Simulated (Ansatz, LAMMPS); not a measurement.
**A faulty run on aqueous Li+ and I-, 1.5 mol of salt per kg of water at 360 K (110 atoms)**

Program: Ansatz 0.2.0. The cell: 36 O, 72 H, 1 Li and 1 I.

input.yaml reads:

```yaml
crystal:
  lattice:
    - [10.44226, 0.0, 0.0]
    - [0.0, 10.44226, 0.0]
    - [0.0, 0.0, 10.44226]
  atoms:
    - { symbol: O, position: [0.69675, 0.05343, 0.12845] }
    - { symbol: H, position: [0.62402, 0.99166, 0.1203] }
    - { symbol: H, position: [0.77465, 0.00711, 0.15938] }
    - { symbol: O, position: [0.21606, 0.66384, 0.65954] }
    - { symbol: H, position: [0.22304, 0.70426, 0.74607] }
    - { symbol: H, position: [0.23374, 0.72951, 0.59211] }
    - { symbol: O, position: [0.88021, 0.12179, 0.59126] }
    - { symbol: H, position: [0.78835, 0.13631, 0.56842] }
    - { symbol: H, position: [0.93068, 0.10521, 0.51158] }
    - { symbol: O, position: [0.34054, 0.23714, 0.41564] }
    - { symbol: H, position: [0.35796, 0.14995, 0.38007] }
    - { symbol: H, position: [0.39105, 0.30222, 0.36679] }
    - { symbol: O, position: [0.2913, 0.97722, 0.17668] }
    - { symbol: H, position: [0.23955, 0.05738, 0.16849] }
    - { symbol: H, position: [0.23474, 0.90117, 0.16296] }
    - { symbol: O, position: [0.76564, 0.48515, 0.56792] }
    - { symbol: H, position: [0.75069, 0.42631, 0.64198] }
    - { symbol: H, position: [0.70871, 0.45996, 0.49514] }
    [... 86 atom lines left out ...]
    - { symbol: H, position: [0.75874, 0.7986, 0.54886] }
    - { symbol: O, position: [0.21534, 0.86758, 0.48866] }
    - { symbol: H, position: [0.14277, 0.91099, 0.44372] }
    - { symbol: H, position: [0.24083, 0.78923, 0.43985] }
    - { symbol: Li, position: [0.28087, 0.23394, 0.59774] }
    - { symbol: I, position: [0.56416, 0.44194, 0.28714] }
kpoints:
  mp_grid: { grid: [1, 1, 1] }
hamiltonian:
  xc: pbe
  dispersion: d4
  pseudopotentials: { kind: paw, core: large }
scf:
  occupations: { method: fixed }
  eigensolver: { kind: { support_functions: { accuracy: medium, radius: 2.9 } } }
  max_iter: 150
output:
  forces: true
  eigenvalues: true
```

On the command line:

```sh
> ansatz run input.yaml --threads 4 --pin off --max-ram 8192MiB --backend cpu --events-out ev --progress --plain --runs-dir out
```

Output:

```text
Warning: scf.eigensolver.kind.support_functions: disabling space-group detection — the functions' gradient is summed over unrotated k-points, so no spatial operation reduces the k-mesh or symmetrises the density; time reversal is kept, so that k and −k are solved as one point where they differ and the mesh holds both, and exact exchange and, on two spinor components, a DFT+U term hold to it where the run has them: [...]
Warning: basis.ecutwfc = 464 eV, auto-derived: no grid that the accuracy of the support functions lays serves the files at the lower one that their records recommend; a deck with other species or settings can derive another value
settings of this run that can trade accuracy for cost: scf.eigensolver.kind.support_functions [...]
Engine: ansatz 0.2.0, aarch64-unknown-linux-gnu
Pseudopotentials: kind: paw
Pseudopotential: O, paw, valence charge 6, recommended cutoff 420 eV (normal), O.paw.azcp
Pseudopotential: H, paw, valence charge 1, recommended cutoff 420 eV (normal), H.paw.azcp
Pseudopotential: Li, paw, valence charge 3, recommended cutoff 420 eV (normal), Li.paw.azcp
Pseudopotential: I, paw, valence charge 7, recommended cutoff 420 eV (normal), I.paw.azcp#standard-large-core
[... 5 lines on functional and potentials left out ...]
Error: SCF: the radius of support functions is under 3.25 Å, the least for these sites at the functions' level (scf.eigensolver.kind.support_functions.accuracy). Use scf.eigensolver.kind: auto, or type scf.eigensolver.kind.support_functions.radius at least as long, [...]
```

Wall time 4.9 s (4 threads of Arm Neoverse V2, shared host); peak memory 0.3 GiB.

Q: Name the fault and the fix.

A radius under the least that the level allows: support_functions.accuracy = "medium" and support_functions.radius = 2.9.

The fix is to use a longer radius.

The run ended with an error.

[Logs are printed without paths, hosts, clocks, repeated set-up lines and the standing remarks that a program may print on its own settings, such as how far it seeks lower states.]

[Hosts, paths, dates, database ids (printed as entryN), source tags and the programs' standing remarks are cut or masked in the printed files.]
